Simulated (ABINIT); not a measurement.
# Quasiparticle gap of Be3N2 (R3m) in ABINIT, part 2 of 3

How does a plane-wave GW calculation on Be3N2 (R3m) run from the first input to the gap?

ABINIT 10.8.3; LDA and many-body steps on it, plane waves. Known limits of the many-body steps: not at the basis limit.

So far. Step 2 (Ground state): The gap is indirect, with the least direct gap 1.06 eV higher.

**3. Bands along the symmetry lines**

Level of this step: DFT, LDA, plane waves, norm-conserving pseudopotentials (ABINIT).

The cheap functional maps the bands first; the places of the edges decide which points the dearer methods must see.

File run.abi:

```
acell 3*1.0 Angstrom
rprim 
  1.419805055509 0.819724830995 4.866215662800
  -1.419805055509 0.819724830995 4.866215662800
  -0.000000000000 -1.639449661990 4.866215662800
ntypat 2
znucl 4 7
natom 5
typat 1 1 1 2 2
xred 
  0.859001080000 0.859001080000 0.859001080000
  0.317694560000 0.317694560000 0.317694560000
  0.088806770000 0.088806770000 0.088806770000
  0.204162680000 0.204162680000 0.204162680000
  0.708434910000 0.708434910000 0.708434910000
pp_dirpath "pseudos"
pseudos "Be.upf, N.upf"
ecut 38
iscf -2
irdden 1
kptopt 0
nkpt 59
kpt 
  0.00000000 0.00000000 0.00000000
  -0.06250000 -0.06250000 -0.06250000
  -0.12500000 -0.12500000 -0.12500000
  -0.18750000 -0.18750000 -0.18750000
  -0.25000000 -0.25000000 -0.25000000
  -0.31250000 -0.31250000 -0.31250000
  -0.37500000 -0.37500000 -0.37500000
  -0.43750000 -0.43750000 -0.43750000
  -0.50000000 -0.50000000 -0.50000000
  -0.50000000 -0.46069801 -0.53930199
  -0.50000000 -0.42139603 -0.57860398
  -0.50000000 -0.38209404 -0.61790596
  -0.50000000 -0.34279205 -0.65720795
  -0.50000000 -0.30349006 -0.69650994
  -0.50000000 -0.26418808 -0.73581192
  -0.50000000 -0.22488609 -0.77511391
  -0.50000000 -0.18558410 -0.81441590
  -0.18558410 0.18558410 -0.50000000
  -0.16238609 0.16238609 -0.50000000
  -0.13918807 0.13918807 -0.50000000
  -0.11599006 0.11599006 -0.50000000
  -0.09279205 0.09279205 -0.50000000
  -0.06959404 0.06959404 -0.50000000
  -0.04639603 0.04639603 -0.50000000
  -0.02319801 0.02319801 -0.50000000
  0.00000000 0.00000000 -0.50000000
  0.00000000 0.00000000 -0.43750000
  0.00000000 0.00000000 -0.37500000
  0.00000000 0.00000000 -0.31250000
  0.00000000 0.00000000 -0.25000000
  0.00000000 0.00000000 -0.18750000
  0.00000000 0.00000000 -0.12500000
  0.00000000 0.00000000 -0.06250000
  0.00000000 0.00000000 0.00000000
  0.00000000 0.04284901 -0.04284901
  0.00000000 0.08569801 -0.08569801
  0.00000000 0.12854702 -0.12854702
  0.00000000 0.17139603 -0.17139603
  0.00000000 0.21424503 -0.21424503
  0.00000000 0.25709404 -0.25709404
  0.00000000 0.29994304 -0.29994304
  0.00000000 0.34279205 -0.34279205
  -0.34279205 0.00000000 -0.65720795
  -0.36244304 0.00000000 -0.63755696
  -0.38209404 0.00000000 -0.61790596
  -0.40174503 0.00000000 -0.59825497
  -0.42139603 0.00000000 -0.57860398
  -0.44104702 0.00000000 -0.55895298
  -0.46069801 0.00000000 -0.53930199
  -0.48034901 0.00000000 -0.51965099
  -0.50000000 0.00000000 -0.50000000
  -0.43750000 0.00000000 -0.43750000
  -0.37500000 0.00000000 -0.37500000
  -0.31250000 0.00000000 -0.31250000
  -0.25000000 0.00000000 -0.25000000
  -0.18750000 0.00000000 -0.18750000
  -0.12500000 0.00000000 -0.12500000
  -0.06250000 0.00000000 -0.06250000
  0.00000000 0.00000000 0.00000000
istwfk *1
nband 22
nbdbuf 6
tolwfr 1e-07
nstep 50
prtwf 0
prtvol 0
indata_prefix "in"
outdata_prefix "out"
tmpdata_prefix "tmp"
```

Run with:

```
OMP_NUM_THREADS=1 mpirun -n 8 abinit run.abi > log
```

Numbers of over 12 decimals in the logs are rounded to 6 here.

The log of the run:

```text
.Version 10.8.3 of ABINIT. v10.8.2 released Aug 2026.

 Symmetries : space group R3 m (#160); Bravais hR (rhombohedral)
[... echo of the input left out ...]
== DATASET  1 ==================================================================
-   mpi_nproc: 8, omp_nthreads: 1 (-1 if OMP is not activated)

--- !DatasetInfo
iteration_state: {dtset: 1, }
dimensions: {natom: 5, nkpt: 59, mband: 22, nsppol: 1, nspinor: 1, nspden: 1, mpw: 2596, }
cutoff_energies: {ecut:  38.0, pawecutdg:  -1.0, }
electrons: {nelect:   2.20000000E+01, charge:   0.00000000E+00, occopt:   1.00000000E+00, tsmear:   1.00000000E-02, }

 Real(R)+Recip(G) space primitive vectors, cartesian coordinates (Bohr,Bohr^-1):
 R(1)=  2.6830427  1.5490554  9.1958149  G(1)=  0.1863556  0.1075924  0.0362484
 R(2)= -2.6830427  1.5490554  9.1958149  G(2)= -0.1863556  0.1075924  0.0362484
 R(3)=  0.0000000 -3.0981109  9.1958149  G(3)=  0.0000000 -0.2151849  0.0362484
 Unit cell volume ucvol=  2.2931687E+02 bohr^3
 Angles (23,13,12)=  3.21025619E+01  3.21025619E+01  3.21025619E+01 degrees

 getcut: wavevector=  0.0000  0.0000  0.0000  ngfft=  54  54  54
         ecut(hartree)=     38.000   => boxcut(ratio)=   2.00551

--- Pseudopotential description ------------------------------------------------
- Be Generated using ONCVPSP code by D. R. Hamann
-  4.00000   4.00000  180309                  znucl, zion, pspdat
12 -1012 1 -1 1358                            pspcod,pspxc,lmax,lloc,mmax
     nproj     2     2
  pspatm : epsatm=    2.74190561
         --- l  ekb(1:nproj) -->
             0   -6.571987   -2.339039
             1   -2.528806   -0.553493
 pspatm: atomic psp has been read  and splines computed

- N Generated using ONCVPSP code by D. R. Hamann
-  7.00000   5.00000  180309                  znucl, zion, pspdat
12 -1012 1 -1 1058                            pspcod,pspxc,lmax,lloc,mmax
     nproj     2     2
  pspatm : epsatm=    5.30777321
         --- l  ekb(1:nproj) -->
             0    7.408032    0.617798
[...]
pspatm: atomic psp has been read  and splines computed

--------------------------------------------------------------------------------

================================================================================
 prteigrs : about to open file out_EIG
 Non-SCF case, kpt    1 (  0.00000  0.00000  0.00000), residuals and eigenvalues=
  4.55E-08  5.36E-08  8.45E-09  1.38E-08  4.32E-08  1.75E-08  4.13E-08  7.78E-08
  6.93E-08  1.28E-08  2.14E-08  1.61E-08  1.92E-08  1.43E-08  3.57E-08  1.54E-08
  3.61E-08  3.33E-08  7.92E-09  2.58E-07  7.04E-06  2.84E-06
 -3.3490E+00 -3.3435E+00 -3.2990E+00 -3.7822E-01 -2.9671E-01 -6.0718E-02
  1.7390E-01  1.7390E-01  2.0138E-01  2.1804E-01  2.1804E-01  4.4352E-01
[...]
6.7589E-01  8.0391E-01  8.0392E-01  8.1612E-01
 Non-SCF case, kpt    2 ( -0.06250 -0.06250 -0.06250), residuals and eigenvalues=
[...]
Non-SCF case, kpt    3 ( -0.12500 -0.12500 -0.12500), residuals and eigenvalues=
[...]
6.7522E-01  7.9270E-01  7.9270E-01  8.2495E-01
[...]
Non-SCF case, kpt   58 ( -0.06250  0.00000 -0.06250), residuals and eigenvalues=
[...]
Non-SCF case, kpt   59 (  0.00000  0.00000  0.00000), residuals and eigenvalues=
[...]
--- !ResultsGS
iteration_state: {dtset: 1, }
comment   : Summary of ground state results
lattice_vectors:
- [  2.6830427,   1.5490554,   9.1958149, ]
- [ -2.6830427,   1.5490554,   9.1958149, ]
- [ -0.0000000,  -3.0981109,   9.1958149, ]
lattice_lengths: [   9.70367,    9.70367,    9.70367, ]
lattice_angles: [ 32.103,  32.103,  32.103, ] # degrees, (23, 13, 12)
lattice_volume:   2.2931687E+02
convergence: {deltae:  0.000E+00, res2:  0.000E+00, residm:  9.952E-08, diffor:  0.000E+00, }
etotal    :  -6.24339894E+01
entropy   :   0.00000000E+00
fermie    :   2.18036431E-01
cartesian_stress_tensor: null
pressure_GPa: null
xred      :
- [  8.5900E-01,   8.5900E-01,   8.5900E-01, Be]
- [  3.1769E-01,   3.1769E-01,   3.1769E-01, Be]
- [  8.8807E-02,   8.8807E-02,   8.8807E-02, Be]
- [  2.0416E-01,   2.0416E-01,   2.0416E-01,  N]
- [  7.0843E-01,   7.0843E-01,   7.0843E-01,  N]
cartesian_forces: null
force_length_stats: {min: null, max: null, mean: null, }

 Integrated electronic density in atomic spheres:
 ------------------------------------------------
 Atom  Sphere_radius  Integrated_density
[...]
================================================================================

 ----iterations are completed or convergence reached----

 Mean square residual over all n,k,spin=   43.463E-09; max=  99.520E-09
 reduced coordinates (array xred) for    5 atoms
[...]
0.204162680000      0.204162680000      0.204162680000
       0.708434910000      0.708434910000      0.708434910000

 cartesian coordinates (angstrom) at end:
[...]
4     -0.000000     0.000000     2.980499
    5      0.000000     0.000000    10.342191
 length scales=  1.889726125908  1.889726125908  1.889726125908 bohr
              =  1.000000000000  1.000000000000  1.000000000000 angstroms
 prteigrs : about to open file out_EIG
 Eigenvalues (hartree) for nkpt=  59  k points:
 kpt#   1, nband= 22, wtk=  1.00000, kpt=  0.0000  0.0000  0.0000 (reduced coord)
[...]
kpt#   2, nband= 22, wtk=  1.00000, kpt= -0.0625 -0.0625 -0.0625 (reduced coord)
[...]
kpt#   3, nband= 22, wtk=  1.00000, kpt= -0.1250 -0.1250 -0.1250 (reduced coord)
[...]
kpt#  58, nband= 22, wtk=  1.00000, kpt= -0.0625  0.0000 -0.0625 (reduced coord)
[...]
0.63282    0.65123    0.69535    0.79643    0.79724    0.80721
 kpt#  59, nband= 22, wtk=  1.00000, kpt=  0.0000  0.0000  0.0000 (reduced coord)
  -3.34903   -3.34347   -3.29904   -0.37822   -0.29671   -0.06072    0.17390    0.17390
   0.20138    0.21804    0.21804    0.44352    0.50542    0.51990    0.51990    0.61111
   0.64400    0.64400    0.67589    0.80391    0.80392    0.81612

== END DATASET(S) ==============================================================
================================================================================

 -outvars: echo values of variables after computation  --------
            nband          22
             nkpt          59
          spgroup         160
 [... the other variables as echoed above ...]

 Calculation completed.
```

The job ended after 13 s (8 MPI ranks of Arm Neoverse V1, shared host; peak memory 0.58 GiB; 1.7 min of CPU time).

Numbers from this step:

```
gap                        : 2.731 eV
k of the valence top       : 0, 0, 0
k of the conduction bottom : -0.5, 0, -0.5
least direct gap           : 3.792 eV
```

The gap is 2.731 eV, as in the run before at this level.

The electronic bands at the labelled points (eV, zero at the top of the highest filled band):

```tsv
point	band 8	band 9	band 10	band 11	band 12	band 13	band 14	band 15
Γ	-1.20	-0.45	0.00	0.00	6.14	7.82	8.21	8.21
halfway	-1.11	-1.11	-0.15	-0.15	6.70	8.20	8.56	8.56
T	-0.98	-0.98	-0.34	-0.34	7.02	8.80	8.98	8.98
halfway	-3.96	-2.40	-1.65	-1.28	5.81	7.56	9.55	9.95
H2	-4.74	-3.69	-3.00	-1.83	5.01	6.81	9.93	11.60
jump to H0	-4.74	-3.69	-3.00	-1.83	5.01	6.81	9.93	11.60
halfway	-4.11	-3.84	-3.36	-2.15	6.14	7.44	9.17	11.15
L	-3.69	-3.08	-3.01	-2.10	5.48	6.56	10.28	10.42
halfway	-2.82	-2.23	-1.19	-1.05	6.72	7.42	9.54	10.18
Γ	-1.20	-0.45	0.00	0.00	6.14	7.82	8.21	8.21
halfway	-3.53	-3.09	-2.06	-0.65	7.11	8.04	9.37	9.74
S0	-4.88	-3.66	-3.06	-1.88	5.07	7.12	9.36	11.95
jump to S2	-4.88	-3.66	-3.06	-1.88	5.07	7.12	9.36	11.95
halfway	-4.63	-3.32	-2.23	-1.28	3.69	7.88	8.58	9.91
F	-3.50	-3.50	-1.34	-1.06	2.73	7.64	8.89	9.50
halfway	-3.12	-2.53	-0.78	-0.76	5.97	7.72	9.42	9.79
Γ	-1.20	-0.45	0.00	0.00	6.14	7.82	8.21	8.21
```

**4. Empty states on the mesh, 4×4×4 mesh, 91 bands**

The sums over transitions need many empty states on a uniform mesh; this step solves for them.

File run.abi:

```
acell 3*1.0 Angstrom
rprim 
  1.419805055509 0.819724830995 4.866215662800
  -1.419805055509 0.819724830995 4.866215662800
  -0.000000000000 -1.639449661990 4.866215662800
ntypat 2
znucl 4 7
natom 5
typat 1 1 1 2 2
xred 
  0.859001080000 0.859001080000 0.859001080000
  0.317694560000 0.317694560000 0.317694560000
  0.088806770000 0.088806770000 0.088806770000
  0.204162680000 0.204162680000 0.204162680000
  0.708434910000 0.708434910000 0.708434910000
pp_dirpath "pseudos"
pseudos "Be.upf, N.upf"
ecut 38
ngkpt 4 4 4
nshiftk 1
shiftk 0 0 0
kptopt 1
chksymbreak 0
irdden 1
istwfk *1
nband 91
prtvol 0
optdriver 6
gwr_task "HDIAGO"
paral_kgb 0
occopt 1
indata_prefix "in"
outdata_prefix "out"
tmpdata_prefix "tmp"
```

The log of the run:

```text
[banner, memory and clock lines left out]
.Version 10.8.3 of ABINIT. v10.8.2 released Aug 2026.

 Symmetries : space group R3 m (#160); Bravais hR (rhombohedral)
[... echo of the input left out ...]
== DATASET  1 ==================================================================
-   mpi_nproc: 8, omp_nthreads: 1 (-1 if OMP is not activated)

--- !DatasetInfo
iteration_state: {dtset: 1, }
dimensions: {natom: 5, nkpt: 13, mband: 91, nsppol: 1, nspinor: 1, nspden: 1, mpw: 2590, }
cutoff_energies: {ecut:  38.0, pawecutdg:  -1.0, }
electrons: {nelect:   2.20000000E+01, charge:   0.00000000E+00, occopt:   1.00000000E+00, tsmear:   1.00000000E-02, }

.Using double precision arithmetic; gwpc =  8

- Reading GS density from: in_DEN

--- Pseudopotential description ------------------------------------------------
- Be Generated using ONCVPSP code by D. R. Hamann
-  4.00000   4.00000  180309                  znucl, zion, pspdat
12 -1012 1 -1 1358                            pspcod,pspxc,lmax,lloc,mmax
     nproj     2     2
  pspatm : epsatm=    2.74190561
         --- l  ekb(1:nproj) -->
             0   -6.571987   -2.339039
             1   -2.528806   -0.553493
 pspatm: atomic psp has been read  and splines computed

- N Generated using ONCVPSP code by D. R. Hamann
-  7.00000   5.00000  180309                  znucl, zion, pspdat
12 -1012 1 -1 1058                            pspcod,pspxc,lmax,lloc,mmax
     nproj     2     2
  pspatm : epsatm=    5.30777321
         --- l  ekb(1:nproj) -->
             0    7.408032    0.617798
             1   -4.361519   -1.032581
 pspatm: atomic psp has been read  and splines computed

   4.14507792E+02                                ecore*ucvol(ha*bohr**3)

 Total charge density [el/Bohr^3]
)     Maximum=    4.4934E+00  at reduced coord.    0.8519    0.8519    0.8704
)     Minimum=    8.8258E-03  at reduced coord.    0.4630    0.4630    0.4630
   Integrated=    2.2000E+01

 === KS gaps after direct diagonalization ===
 Indirect band gap semiconductor
 Fundamental gap:     2.731 (eV)
   VBM:     5.933 (eV) at k: [ 0.0000E+00,  0.0000E+00,  0.0000E+00]
   CBM:     8.664 (eV) at k: [ 5.0000E-01,  5.0000E-01,  0.0000E+00]
 Direct gap:         3.792 (eV) at k: [ 5.0000E-01,  5.0000E-01,  0.0000E+00]

== END DATASET(S) ==============================================================

 -outvars: echo values of variables after computation  --------
           etotal      0.0000000000E+00
            nband          91
             nkpt          13
          spgroup         160
 [... the other variables as echoed above ...]

 Calculation completed.
```

The job ended after 38 s (8 MPI ranks; peak memory 3.3 GiB; 5.1 min of CPU time).

This step gave:

| Property | Result |
| --- | --- |
| gap | 2.731 eV |
| k of the valence top | 0, 0, 0 |
| k of the conduction bottom | 0.5, 0.5, 0 |
| least direct gap | 3.792 eV |
| k points computed | 13 |
| lowest point of the top converged band, above the valence top | 80.8127 eV |

On this mesh the gap is 2.731 eV.

**5. Screening, 4×4×4 mesh, 83 bands, screening to 130.6 eV**

The RPA dielectric matrix is built and inverted for each q.

This step: RPA screening on LDA, plane waves, norm-conserving pseudopotentials.

Changes to run.abi since step 4:

```diff
@@ -23,10 +23,11 @@
 chksymbreak 0
-irdden 1
 istwfk *1
-nband 91
-prtvol 0
-optdriver 6
-gwr_task "HDIAGO"
-paral_kgb 0
 occopt 1
+irdwfk 1
+optdriver 3
+nband 83
+ecuteps 4.8
+inclvkb 2
+awtr 1
+symchi 1
 indata_prefix "in"
```

The log of the run:

```text
.Version 10.8.3 of ABINIT. v10.8.2 released Aug 2026.

 Symmetries : space group R3 m (#160); Bravais hR (rhombohedral)
[... echo of the input left out ...]
== DATASET  1 ==================================================================
-   mpi_nproc: 8, omp_nthreads: 1 (-1 if OMP is not activated)

--- !DatasetInfo
iteration_state: {dtset: 1, }
dimensions: {natom: 5, nkpt: 13, mband: 83, nsppol: 1, nspinor: 1, nspden: 1, mpw: 2590, }
cutoff_energies: {ecut:  38.0, pawecutdg:  -1.0, }
electrons: {nelect:   2.20000000E+01, charge:   0.00000000E+00, occopt:   1.00000000E+00, tsmear:   1.00000000E-02, }

 SCREENING: Calculation of the susceptibility and dielectric matrices

 Based on a program developped by R.W. Godby, V. Olevano, G. Onida, and L. Reining.
 Incorporated in ABINIT by V. Olevano, G.-M. Rignanese, and M. Torrent.
.Using double precision arithmetic ; gwpc =  8

[... cell and pseudopotentials left out ...]
--------------------------------------------------------------------------------

 ==== K-mesh for the wavefunctions ====
 Number of points in the irreducible wedge :    13
[... list of points left out ...]
 Together with  6 symmetry operations and time-reversal symmetry
 yields    64 points in the full Brillouin Zone.

 ==== Q-mesh for the screening function ====
 Number of points in the irreducible wedge :    13
[... list of points left out ...]
 Together with  6 symmetry operations and time-reversal symmetry
 yields    64 points in the full Brillouin Zone.

 setmesh: FFT mesh size selected  =    36x   36x   36
          total number of points  =        46656

 vcoul_init : cutoff-mode = AUXILIARY_FUNCTION
 q-points for optical limit:   1
     1)      0.000010    0.000020    0.000030

- screening: taking advantage of time-reversal symmetry
- Maximum band index for partially occupied states nbvw = 11
- Remaining bands to be divided among processors   nbcw = 72
- Number of bands treated by each node ~9

 Number of electrons calculated from density =   22.0000; Expected =   22.0000
 average of density, n =  0.095937
 r_s =    1.3551
 omega_plasma =   29.8778 [eV]

 calculating chi0 at frequencies [eV] :
  1    0.000000E+00    0.000000E+00
  2    0.000000E+00    2.987782E+01

--------------------------------------------------------------------------------
  q-point number  1        q = ( 0.000000, 0.000000, 0.000000) [r.l.u.]
--------------------------------------------------------------------------------
[... chi0 elements left out ...]
 For q-point:  0.000010 0.000020 0.000030
  dielectric constant =   4.7727
  dielectric constant without local fields =   5.1833

  Average fulfillment of the sum rule on Im[epsilon] for q-point    1 :     73.11  [%]
[... wings left out ...]
  q-point number  2        q = ( 0.250000, 0.000000, 0.000000) [r.l.u.]
--------------------------------------------------------------------------------
[... chi0 elements left out ...]
  Average fulfillment of the sum rule on Im[epsilon] for q-point    2 :     79.67  [%]

 [... 11 further q-points ...]
```

It took 39 s on 8 MPI ranks; peak memory 2.2 GiB; 5.2 min of CPU time.

Numbers from this step:

* ε∞ with local fields, on this mesh, along the program's q direction: 4.773
* the same without local fields: 5.183
* plasma frequency: 29.88 eV
* plane waves in the screening matrix: 111

Local fields lower ε∞ by 8 %.

(Part 2 of 3 ends here.)

[Paths, hosts, dates, memory and timing lines, banners, echoed tables and standing remarks are left out of the program output.]

[Logs are printed without paths, hosts, clocks, repeated set-up lines and the standing remarks that a program may print on its own settings, such as how far it seeks lower states.]

[Runs of the session that timed out or met a known fault of the program may be left out.]

[Hosts, paths, dates, database ids (printed as entryN), source tags and the programs' standing remarks are cut or masked in the printed files.]

[G0W0 gaps are taken among the corrected bands and points alone; a level outside them can change the order at an edge.]

[Where Ansatz stands beside ABINIT at settings called matched, ABINIT's density can come from a denser mesh and the files from another edition; pairs whose starting gaps differed by over 0.03 eV were left out, so agreement reads better than it is.]
